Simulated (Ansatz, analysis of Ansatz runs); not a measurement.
**Be-H pair in corundum: local vibrational mode against experiment**

How near does this set-up come to the measured local vibrational mode? Subject: Be-H pair in corundum. Set-up: r2SCAN, 80-site cell, r2SCAN lattice, 500 eV, k: the single point 1/4 1/4 1/4. The model is a cell of 80 host atoms with Be put on another atom's site and H put in between. The frequencies come from force constants among the defect atom and its neighbours, with the masses of the isotopes named. A meta-GGA costs about twice a GGA and mends lattice constants and part of the gap.

**The experiment.** O-H stretch, 1H: 3060 cm⁻¹, by FTIR (quoted in “Vibrational properties of OH groups associated with divalent cations in corundum (α-Al2O3)”, 2023, Jollands et al., quoting earlier work (2022)). The runs below try to reproduce this.

Main program and level: Ansatz 0.2.0; plane-wave PAW DFT, r2SCAN; relaxation of all atoms of a defect supercell.

### Step 1. The structure

The cell holds 81 atoms: 31 Al, 1 Be, 48 O and 1 H. Cell: a = 10.259 Å, b = 10.259 Å, c = 10.259 Å, α = 55.3°, β = 55.3°, γ = 55.3°. It derives from Al2O3 (space group R-3c). Nearest the centre at fractional (0.313, 0.461, 0.579): O15 at 0.43 Å, H81 at 1.42 Å, Be4 at 1.42 Å, Al32 at 2.04 Å, Al13 at 2.11 Å, Al31 at 2.28 Å, O28 at 2.36 Å, O19 at 2.45 Å.

The host's primitive cell comes from a first run (plane-wave PAW DFT, r2SCAN; relaxation of the host's cell and atoms): vectors of 5.130, 5.130 and 5.130 Å. That is 8.50 Å³ an atom, 0.1 % under the diffraction cell's volume. The supercell is built on it.

### Step 2. Relaxation, charge 0

Every later number rests on the structure around the defect, so the atoms are relaxed at the host's lattice first.

File relax/input.yaml:

```yaml
relax:
  f_tol: 0.01
  max_steps: 80
  random_displacement: { amplitude: 0.02, seed: 231 }
crystal:
  lattice:
    - [4.75892972, 2.74756936, 8.66349723]
    - [-4.75892972, 2.74756936, 8.66349723]
    - [0.0, -5.49513871, 8.66349723]
  atoms:
    - { symbol: Al, position: [0.175961841, 0.175961841, 0.175961841] }
    - { symbol: Al, position: [0.074038159, 0.074038159, 0.074038159] }
    - { symbol: Al, position: [0.324038159, 0.324038159, 0.324038159] }
    - { symbol: Be, position: [0.425961841, 0.425961841, 0.425961841] }
    - { symbol: O, position: [0.2781684, 0.4718316, 0.125] }
    - { symbol: O, position: [0.125, 0.2781684, 0.4718316] }
    - { symbol: O, position: [0.4718316, 0.125, 0.2781684] }
    - { symbol: O, position: [0.2218316, 0.0281684, 0.375] }
    - { symbol: O, position: [0.375, 0.2218316, 0.0281684] }
    - { symbol: O, position: [0.0281684, 0.375, 0.2218316] }
    - { symbol: Al, position: [0.175961841, 0.175961841, 0.675961841] }
    - { symbol: Al, position: [0.074038159, 0.074038159, 0.574038159] }
    - { symbol: Al, position: [0.324038159, 0.324038159, 0.824038159] }
    - { symbol: Al, position: [0.425961841, 0.425961841, 0.925961841] }
    - { symbol: O, position: [0.2781684, 0.4718316, 0.625] }
    - { symbol: O, position: [0.125, 0.2781684, 0.9718316] }
    - { symbol: O, position: [0.4718316, 0.125, 0.7781684] }
    - { symbol: O, position: [0.2218316, 0.0281684, 0.875] }
    - { symbol: O, position: [0.375, 0.2218316, 0.5281684] }
    - { symbol: O, position: [0.0281684, 0.375, 0.7218316] }
    - { symbol: Al, position: [0.175961841, 0.675961841, 0.175961841] }
    - { symbol: Al, position: [0.074038159, 0.574038159, 0.074038159] }
    - { symbol: Al, position: [0.324038159, 0.824038159, 0.324038159] }
    - { symbol: Al, position: [0.425961841, 0.925961841, 0.425961841] }
    - { symbol: O, position: [0.2781684, 0.9718316, 0.125] }
    - { symbol: O, position: [0.125, 0.7781684, 0.4718316] }
    - { symbol: O, position: [0.4718316, 0.625, 0.2781684] }
    - { symbol: O, position: [0.2218316, 0.5281684, 0.375] }
    - { symbol: O, position: [0.375, 0.7218316, 0.0281684] }
    - { symbol: O, position: [0.0281684, 0.875, 0.2218316] }
    - { symbol: Al, position: [0.175961841, 0.675961841, 0.675961841] }
    - { symbol: Al, position: [0.074038159, 0.574038159, 0.574038159] }
    - { symbol: Al, position: [0.324038159, 0.824038159, 0.824038159] }
    - { symbol: Al, position: [0.425961841, 0.925961841, 0.925961841] }
    - { symbol: O, position: [0.2781684, 0.9718316, 0.625] }
    - { symbol: O, position: [0.125, 0.7781684, 0.9718316] }
    - { symbol: O, position: [0.4718316, 0.625, 0.7781684] }
    - { symbol: O, position: [0.2218316, 0.5281684, 0.875] }
    - { symbol: O, position: [0.375, 0.7218316, 0.5281684] }
    - { symbol: O, position: [0.0281684, 0.875, 0.7218316] }
    - { symbol: Al, position: [0.675961841, 0.175961841, 0.175961841] }
    - { symbol: Al, position: [0.574038159, 0.074038159, 0.074038159] }
    - { symbol: Al, position: [0.824038159, 0.324038159, 0.324038159] }
    - { symbol: Al, position: [0.925961841, 0.425961841, 0.425961841] }
    - { symbol: O, position: [0.7781684, 0.4718316, 0.125] }
    - { symbol: O, position: [0.625, 0.2781684, 0.4718316] }
    - { symbol: O, position: [0.9718316, 0.125, 0.2781684] }
    - { symbol: O, position: [0.7218316, 0.0281684, 0.375] }
    - { symbol: O, position: [0.875, 0.2218316, 0.0281684] }
    - { symbol: O, position: [0.5281684, 0.375, 0.2218316] }
    - { symbol: Al, position: [0.675961841, 0.175961841, 0.675961841] }
    - { symbol: Al, position: [0.574038159, 0.074038159, 0.574038159] }
    - { symbol: Al, position: [0.824038159, 0.324038159, 0.824038159] }
    - { symbol: Al, position: [0.925961841, 0.425961841, 0.925961841] }
    - { symbol: O, position: [0.7781684, 0.4718316, 0.625] }
    - { symbol: O, position: [0.625, 0.2781684, 0.9718316] }
    - { symbol: O, position: [0.9718316, 0.125, 0.7781684] }
    - { symbol: O, position: [0.7218316, 0.0281684, 0.875] }
    - { symbol: O, position: [0.875, 0.2218316, 0.5281684] }
    - { symbol: O, position: [0.5281684, 0.375, 0.7218316] }
    - { symbol: Al, position: [0.675961841, 0.675961841, 0.175961841] }
    - { symbol: Al, position: [0.574038159, 0.574038159, 0.074038159] }
    - { symbol: Al, position: [0.824038159, 0.824038159, 0.324038159] }
    - { symbol: Al, position: [0.925961841, 0.925961841, 0.425961841] }
    - { symbol: O, position: [0.7781684, 0.9718316, 0.125] }
    - { symbol: O, position: [0.625, 0.7781684, 0.4718316] }
    - { symbol: O, position: [0.9718316, 0.625, 0.2781684] }
    - { symbol: O, position: [0.7218316, 0.5281684, 0.375] }
    - { symbol: O, position: [0.875, 0.7218316, 0.0281684] }
    - { symbol: O, position: [0.5281684, 0.875, 0.2218316] }
    - { symbol: Al, position: [0.675961841, 0.675961841, 0.675961841] }
    - { symbol: Al, position: [0.574038159, 0.574038159, 0.574038159] }
    - { symbol: Al, position: [0.824038159, 0.824038159, 0.824038159] }
    - { symbol: Al, position: [0.925961841, 0.925961841, 0.925961841] }
    - { symbol: O, position: [0.7781684, 0.9718316, 0.625] }
    - { symbol: O, position: [0.625, 0.7781684, 0.9718316] }
    - { symbol: O, position: [0.9718316, 0.625, 0.7781684] }
    - { symbol: O, position: [0.7218316, 0.5281684, 0.875] }
    - { symbol: O, position: [0.875, 0.7218316, 0.5281684] }
    - { symbol: O, position: [0.5281684, 0.875, 0.7218316] }
    - { symbol: H, position: [0.19946, 0.495996, 0.731205] }
basis:
  ecutwfc: 500
  xc_grid: 2
hamiltonian:
  xc: r2scan
kpoints:
  mp_grid: { grid: [1, 1, 1], shift: [0.25, 0.25, 0.25] }
scf:
  occupations: { method: fermi_dirac, width: 0.01 }
  max_iter: 120
output:
  forces: true
checkpoint:
  write: "../relax.run"
  compress: false
  write_wavefunctions: true
  write_every: 100000
```

Run with:

```sh
ansatz run input.yaml --threads 2 --pin off --max-ram 3768MiB --backend cpu --events-out ev --progress --plain --runs-dir out
```

Numbers of over 12 decimals in the logs are rounded to 6 here.

Output:

```text
[... repeated set-up lines and file paths are left out, and long positions are rounded to six places ...]
Engine: ansatz 0.2.0, x86_64-unknown-linux-gnu
Pseudopotentials: kind: paw
Pseudopotential: Al, paw, valence charge 3, recommended cutoff 500 eV (meta_gga), Al.paw.azcp
Pseudopotential: Be, paw, valence charge 2, recommended cutoff 500 eV (meta_gga), Be.paw.azcp
Pseudopotential: O, paw, valence charge 6, recommended cutoff 500 eV (meta_gga), O.paw.azcp
Pseudopotential: H, paw, valence charge 1, recommended cutoff 500 eV (meta_gga), H.paw.azcp
Functional definition: r2SCAN
  parameter k0 = 0.174
  parameter k1 = 0.065
  parameter a1 = 4.9479
  exchange = r2scan_x(k0 = k0, k1 = k1, a1 = a1)
  correlation = r2scan_c
Crystal: 81 atoms, lattice volume = 679.677 Å³
Basis set: ecut = 500 eV, 17281 PW (Γ), exchange–correlation on 150×150×150 points (8 copies of the dense FFT grid, shifted against one another)
Bands: 273, of which v1, the nominal top of the filled ones, is band 192 counted from 1 (191 counted from 0)
Symmetry: 1 space group operations
k-points: 1
Non-local potential: Al, projectors of the file, l = 0: 2, l = 1: 2, l = 2: 1
Non-local potential: Be, projectors of the file, l = 0: 2, l = 1: 2, l = 2: 1
Non-local potential: O, projectors of the file, l = 0: 2, l = 1: 2, l = 2: 1
Non-local potential: H, projectors of the file, l = 0: 2, l = 1: 1
PAW form: soft (Blöchl's): semilocal exchange-correlation on the pseudo side does not see the compensation charge
PAW frozen core: Al, regenerated for the run's functional (the file was generated under x = pbe(κ = 0.804, μ = 0.219515), c = pbe(β = 0.066725))
PAW frozen core: Be, regenerated for the run's functional (the file was generated under x = pbe(κ = 0.804, μ = 0.219515), c = pbe(β = 0.066725))
PAW frozen core: O, regenerated for the run's functional (the file was generated under x = pbe(κ = 0.804, μ = 0.219515), c = pbe(β = 0.066725))
PAW one-centre angular grid: Al, 302 points (default); XC on 160 Gauss nodes
PAW one-centre angular grid: Be, 302 points (default); XC on 255 of its mesh's 2635 points in the sphere
PAW one-centre angular grid: O, 302 points (default); XC on 160 Gauss nodes
PAW one-centre angular grid: H, 302 points (default); XC on 160 Gauss nodes
Initial density: superposition of atomic densities (neutral atoms: chi_scale 0, normalization atom), corrected by the library's trained network
Initial wavefunctions: pseudopotential atomic-orbital guess
Functional: x = r2scan, c = r2scan; τ floored in thin density (d = 2e-4 eV/Å³)
SCF iter   1: F=—  HF=-44282.445450 eV  |F-HF|=—  |Δ(HF+E_count)|=         —  Δρ=9.28e-3  dr2=7.06e-1  dr2_τ=5.07e0  ethr=1.77e-3  ⟨swp⟩=7.0  Hψ=1392  notcnv=0  defer=70
preconditioner: auto → Resta (q_TF=auto, 2.481 Å⁻¹)  ε∞=3.2  [insulator: Δε(μ)=6.419 eV  Ē_g=18.969 eV  σ=0.010 eV  W_gap=1.00  n_scr=174 (ndim 8)  ℏωp=27.9 eV  f_vac=0.000  D(μ)=0.00/eV (n_scr^D=0)  ε∞_Penn≈3.2]
SCF iter   2: F=—  HF=-44286.520763 eV  |F-HF|=—  |Δ(HF+E_count)|=    4.08e0  Δρ=6.19e-3  dr2=2.33e-1  dr2_τ=1.03e-2  ethr=1.84e-4  ⟨swp⟩=3.0  Hψ=514  notcnv=0  defer=77
SCF iter   3: F=—  HF=-44286.480125 eV  |F-HF|=—  |Δ(HF+E_count)|=   4.06e-2  Δρ=2.19e-3  dr2=2.15e-2  dr2_τ=3.66e-3  ethr=6.07e-5  ⟨swp⟩=5.0  Hψ=398  notcnv=0  defer=77
SCF iter   4: F=—  HF=-44286.474918 eV  |F-HF|=—  |Δ(HF+E_count)|=   5.21e-3  Δρ=6.98e-4  dr2=2.28e-3  dr2_τ=5.88e-4  ethr=5.60e-6  ⟨swp⟩=3.0  Hψ=511  notcnv=0  defer=77
SCF iter   5: F=—  HF=-44286.474474 eV  |F-HF|=—  |Δ(HF+E_count)|=   4.43e-4  Δρ=2.41e-4  dr2=3.24e-4  dr2_τ=1.48e-5  ethr=5.94e-7  ⟨swp⟩=2.0  Hψ=392  notcnv=0  defer=77
SCF iter   6: F=—  HF=-44286.474435 eV  |F-HF|=—  |Δ(HF+E_count)|=   3.92e-5  Δρ=6.46e-5  dr2=1.94e-5  dr2_τ=1.97e-6  ethr=8.44e-8  ⟨swp⟩=2.0  Hψ=332  notcnv=0  defer=77
SCF iter   7: F=-44286.474431 eV  HF=-44286.474432 eV  |F-HF|=9.40e-7  |Δ(HF+E_count)|=   2.93e-6  Δρ=1.74e-5  dr2=1.59e-6  dr2_τ=1.94e-7  ethr=6.51e-10  ⟨swp⟩=5.0  Hψ=855  notcnv=0
SCF 1 converged in 7 iterations: F = -44286.474431 eV  dr2 = 1.59e-6
  greatest PAW one-centre occupation: 0.878 electrons in one spin orbital (limit 2), on the O atom at site 14 (counted from 0), in its partial waves of l = 0
relax step   1: F+E_penalty+E_count = -44286.47443122 eV  Δ(F+E_penalty+E_count) = +0.000e0 eV  max|allowed force component| = 5.559e0 eV/Å  Δτ_max = 0.0000 Å  (7 SCF iters, dr2 threshold 2.50e-6 eV, accepted)
[... the SCF cycles and remarks between the steps are left out from here to the last step ...]
relax step   2: F+E_penalty+E_count = -44288.17492602 eV  Δ(F+E_penalty+E_count) = -1.700e0 eV  max|allowed force component| = 2.906e0 eV/Å  Δτ_max = 0.0805 Å  (5 SCF iters, dr2 threshold 1.00e-4 eV, accepted)
relax step   3: F+E_penalty+E_count = -44289.17048468 eV  Δ(F+E_penalty+E_count) = -9.956e-1 eV  max|allowed force component| = 1.372e0 eV/Å  Δτ_max = 0.1954 Å  (5 SCF iters, dr2 threshold 1.00e-4 eV, accepted)
relax step   4: F+E_penalty+E_count = -44289.51736207 eV  Δ(F+E_penalty+E_count) = -3.469e-1 eV  max|allowed force component| = 1.023e0 eV/Å  Δτ_max = 0.2000 Å  (5 SCF iters, dr2 threshold 1.00e-4 eV, accepted)
relax step   5: F+E_penalty+E_count = -44289.70033583 eV  Δ(F+E_penalty+E_count) = -1.830e-1 eV  max|allowed force component| = 1.926e0 eV/Å  Δτ_max = 0.1951 Å  (5 SCF iters, dr2 threshold 1.00e-4 eV, accepted)
relax step   6: F+E_penalty+E_count = -44289.93296709 eV  Δ(F+E_penalty+E_count) = -2.326e-1 eV  max|allowed force component| = 1.184e0 eV/Å  Δτ_max = 0.2000 Å  (5 SCF iters, dr2 threshold 1.00e-4 eV, accepted)
relax step   7: F+E_penalty+E_count = -44290.15266878 eV  Δ(F+E_penalty+E_count) = -2.197e-1 eV  max|allowed force component| = 6.206e-1 eV/Å  Δτ_max = 0.1940 Å  (5 SCF iters, dr2 threshold 1.00e-4 eV, accepted)
relax step   8: F+E_penalty+E_count = -44290.32866160 eV  Δ(F+E_penalty+E_count) = -1.760e-1 eV  max|allowed force component| = 4.905e-1 eV/Å  Δτ_max = 0.2000 Å  (5 SCF iters, dr2 threshold 1.00e-4 eV, accepted)
relax step   9: F+E_penalty+E_count = -44290.46511571 eV  Δ(F+E_penalty+E_count) = -1.365e-1 eV  max|allowed force component| = 8.269e-1 eV/Å  Δτ_max = 0.1956 Å  (5 SCF iters, dr2 threshold 6.61e-5 eV, accepted)
relax step  10: F+E_penalty+E_count = -44290.55313421 eV  Δ(F+E_penalty+E_count) = -8.802e-2 eV  max|allowed force component| = 9.418e-1 eV/Å  Δτ_max = 0.1918 Å  (5 SCF iters, dr2 threshold 1.00e-4 eV, accepted)
relax step  11: F+E_penalty+E_count = -44290.64457108 eV  Δ(F+E_penalty+E_count) = -9.144e-2 eV  max|allowed force component| = 7.245e-1 eV/Å  Δτ_max = 0.1952 Å  (5 SCF iters, dr2 threshold 1.00e-4 eV, accepted)
relax step  12: F+E_penalty+E_count = -44290.75585920 eV  Δ(F+E_penalty+E_count) = -1.113e-1 eV  max|allowed force component| = 4.055e-1 eV/Å  Δτ_max = 0.2000 Å  (5 SCF iters, dr2 threshold 1.00e-4 eV, accepted)
relax step  13: F+E_penalty+E_count = -44290.86522683 eV  Δ(F+E_penalty+E_count) = -1.094e-1 eV  max|allowed force component| = 4.286e-1 eV/Å  Δτ_max = 0.1957 Å  (5 SCF iters, dr2 threshold 5.15e-5 eV, accepted)
relax step  14: F+E_penalty+E_count = -44290.96544173 eV  Δ(F+E_penalty+E_count) = -1.002e-1 eV  max|allowed force component| = 4.570e-1 eV/Å  Δτ_max = 0.1951 Å  (5 SCF iters, dr2 threshold 5.75e-5 eV, accepted)
relax step  15: F+E_penalty+E_count = -44290.99610348 eV  Δ(F+E_penalty+E_count) = -3.066e-2 eV  max|allowed force component| = 1.691e-1 eV/Å  Δτ_max = 0.1419 Å  (5 SCF iters, dr2 threshold 1.00e-4 eV, accepted)
relax step  16: F+E_penalty+E_count = -44291.01016376 eV  Δ(F+E_penalty+E_count) = -1.406e-2 eV  max|allowed force component| = 3.533e-1 eV/Å  Δτ_max = 0.0733 Å  (5 SCF iters, dr2 threshold 3.92e-6 eV, accepted)
relax step  17: F+E_penalty+E_count = -44291.01935990 eV  Δ(F+E_penalty+E_count) = -9.196e-3 eV  max|allowed force component| = 1.059e-1 eV/Å  Δτ_max = 0.0304 Å  (5 SCF iters, dr2 threshold 1.71e-5 eV, accepted)
relax step  18: F+E_penalty+E_count = -44291.02317431 eV  Δ(F+E_penalty+E_count) = -3.814e-3 eV  max|allowed force component| = 5.390e-2 eV/Å  Δτ_max = 0.0139 Å  (5 SCF iters, dr2 threshold 1.01e-6 eV, accepted)
relax step  19: F+E_penalty+E_count = -44291.02482590 eV  Δ(F+E_penalty+E_count) = -1.652e-3 eV  max|allowed force component| = 4.426e-2 eV/Å  Δτ_max = 0.0127 Å  (6 SCF iters, dr2 threshold 2.61e-7 eV, accepted)
relax step  20: F+E_penalty+E_count = -44291.02611653 eV  Δ(F+E_penalty+E_count) = -1.291e-3 eV  max|allowed force component| = 1.564e-2 eV/Å  Δτ_max = 0.0203 Å  (6 SCF iters, dr2 threshold 5.07e-7 eV, accepted)
SCF iter   1: F=—  HF=-44291.026159 eV  |F-HF|=—  |Δ(HF+E_count)|=         —  Δρ=9.33e-5  dr2=4.38e-5  dr2_τ=4.46e-4  ethr=8.56e-8  ⟨swp⟩=5.0  Hψ=669  notcnv=0  defer=76
SCF iter   2: F=—  HF=-44291.026169 eV  |F-HF|=—  |Δ(HF+E_count)|=   9.60e-6  Δρ=5.09e-5  dr2=1.32e-5  dr2_τ=6.24e-7  ethr=1.14e-8  ⟨swp⟩=2.0  Hψ=506  notcnv=0  defer=76
SCF iter   3: F=—  HF=-44291.026166 eV  |F-HF|=—  |Δ(HF+E_count)|=   2.57e-6  Δρ=1.84e-5  dr2=1.41e-6  dr2_τ=3.86e-7  ethr=3.44e-9  ⟨swp⟩=2.0  Hψ=389  notcnv=0  defer=76
SCF iter   4: F=-44291.026166 eV  HF=-44291.026166 eV  |F-HF|=2.50e-8  |Δ(HF+E_count)|=   1.04e-7  Δρ=5.65e-6  dr2=9.37e-8  dr2_τ=1.09e-8  ethr=2.60e-11  ⟨swp⟩=4.0  Hψ=1029  notcnv=0
SCF 21 converged in 4 iterations: F = -44291.026166 eV  dr2 = 9.37e-8
relax step  21: F+E_penalty+E_count = -44291.02616589 eV  Δ(F+E_penalty+E_count) = -4.936e-5 eV  max|allowed force component| = 5.699e-3 eV/Å  Δτ_max = 0.0027 Å  (4 SCF iters, accepted)
NSCF: frozen V_eff on 1 k-points
the band table was solved once a step of the walk had ended and its energy, with any forces and stress, was formed, with the checks that follow a solve (1285 applications of the Hamiltonian). They found nothing against the state; [...]
iter 1 solved again at ethr=2.44e-11 eV; its pass at ethr=3.10e-3 eV (dr2=9.36e-8 eV) is discarded
SCF iter   1: F=—  HF=-44291.026166 eV  |F-HF|=—  |Δ(HF+E_count)|=         —  Δρ=5.65e-6  dr2=9.37e-8  dr2_τ=1.09e-8  ethr=2.44e-11  ⟨swp⟩=1.0  Hψ=758  notcnv=0
SCF iter   2: F=-44291.026166 eV  HF=-44291.026166 eV  |F-HF|=8.15e-9  |Δ(HF+E_count)|=   3.00e-8  Δρ=2.99e-6  dr2=2.70e-8  dr2_τ=2.48e-9  ethr=2.44e-11  ⟨swp⟩=4.0  Hψ=661  notcnv=0
SCF 22 converged in 2 iterations: F = -44291.026166 eV  dr2 = 2.70e-8
NSCF: frozen V_eff on 1 k-points
the band table was solved once a step of the walk had ended and its energy, with any forces and stress, was formed, with the checks that follow a solve (913 applications of the Hamiltonian). They found nothing against the state; [...]
SCF converged after 2 iterations
Free energy (F): -44291.026166 eV
Harris-Foulkes:  -44291.026166 eV  (|F-HF|=8.15e-9)
Internal energy: -44291.026166 eV  (E = F + TS)
E sigma→0 (E₀):  -44291.026166 eV
Fermi energy:    11.079808 eV
--- Per-component energies (eV) ---
  E_band       = 238.035982
  E_kinetic    = 9550.820279
  E_local      = -15948.153844  (includes V_loc(G=0)·N_el)
  E_nonlocal   = 2545.085377
  E_hartree    = 5935.654156
  E_xc         = -4800.192925
  E_vxc        = -6232.735411  (∫ρ·V_xc dr)
  E_paw        = -22442.486034  (= ΣΔE_a)
  E_vpaw       = -1926.482008  (= ΣTr[D̂ρ^β])
  E_aug_tail   = 0.049343  (compensation charges beyond the density's cutoff)
  E_vtau       = 378.143741  (kinetic-family band-sum trace: ∫τ·v_τ [+ j·A + Jᵃ·Aᵃ] dr)
  E_ewald      = -19128.393979
  E_core_change = -3.408540  (= ΣΔE_core)
  E_smearing   = -0.000000  (= −TS)
  E_closure    = 0.000000  (closes the sum)
  Σ components = -44291.026166   (vs F -44291.026166, Δ=0.00e0)
--- Forces (eV/Å), atoms counted from 1 ---
  atom   1  Al     0.00020597     0.00035834    -0.00073055
  atom   2  Al     0.00084723     0.00031896     0.00012259
  [... 1 atom left out ...]
  atom   4  Be     0.00011747     0.00452350    -0.00058317
  [... 8 atoms left out ...]
  atom  13  Al    -0.00051282    -0.00215563     0.00139611
  [... 1 atom left out ...]
  atom  15  O     -0.00569620     0.00201913     0.00318097
  [... 3 atoms left out ...]
  atom  19  O     -0.00068853    -0.00000857     0.00064078
  [... 7 atoms left out ...]
  atom  27  O     -0.00030897    -0.00185856    -0.00032717
  atom  28  O      0.00123420    -0.00006348    -0.00045806
  [... 2 atoms left out ...]
  atom  31  Al     0.00076845     0.00045832    -0.00098665
  atom  32  Al    -0.00046489     0.00058013     0.00082856
  [... 13 atoms left out ...]
  atom  46  O      0.00076250    -0.00057137    -0.00016738
  [... 34 atoms left out ...]
  atom  81  H      0.00202436    -0.00321321    -0.00382741
  max |Σ_I F_I| component: 2.71e-3 eV/Å
--- Band table (eV) ---
  k-point 0: bands = ["-12.9310", "-12.4736", "-12.2185", "-11.9221", [... 265 left out ...] "21.6733", "21.7424", "21.7577", "21.7804"]
--- Relaxed structure (21 steps of the walk, 21 accepted, 0 SCFs on fresh bases) ---
  F+E_penalty+E_count = -44291.02616589 eV   max|allowed force component| = 5.699e-3 eV/Å
  atoms:
    - { symbol: Al, position: [0.175190, 0.174646, 0.180319] }
    - { symbol: Al, position: [0.071199, 0.075827, 0.077203] }
    [... 1 atom left out ...]
    - { symbol: Be, position: [0.493135, 0.428630, 0.376723] }
    [... 8 atoms left out ...]
    - { symbol: Al, position: [0.323770, 0.322842, 0.832649] }
    [... 1 atom left out ...]
    - { symbol: O, position: [0.278902, 0.451630, 0.631140] }
    [... 3 atoms left out ...]
    - { symbol: O, position: [0.365578, 0.221000, 0.540247] }
    [... 7 atoms left out ...]
    - { symbol: O, position: [0.476598, 0.623082, 0.277846] }
    - { symbol: O, position: [0.208512, 0.534199, 0.374348] }
    [... 2 atoms left out ...]
    - { symbol: Al, position: [0.168238, 0.684051, 0.679822] }
    - { symbol: Al, position: [0.074249, 0.576164, 0.568439] }
    [... 13 atoms left out ...]
    - { symbol: O, position: [0.625949, 0.282320, 0.468316] }
    [... 34 atoms left out ...]
    - { symbol: H, position: [0.312228, 0.352314, 0.603257] }
```

Run time: 2.6 min. Hardware: 2 threads of AMD EPYC 9R45, shared host; peak memory 1.9 GiB; 5.1 min of CPU time.

(Part 1 of 2 ends here.)

[Logs are printed without paths, hosts, clocks, repeated set-up lines and the standing remarks that a program may print on its own settings, such as how far it seeks lower states.]

[Hosts, paths, dates, database ids (printed as entryN), source tags and the programs' standing remarks are cut or masked in the printed files.]

[For some hosts the program warned that the k-mesh of the response run may be too coarse for force constants and the static dielectric constant; such warnings are not shown here.]
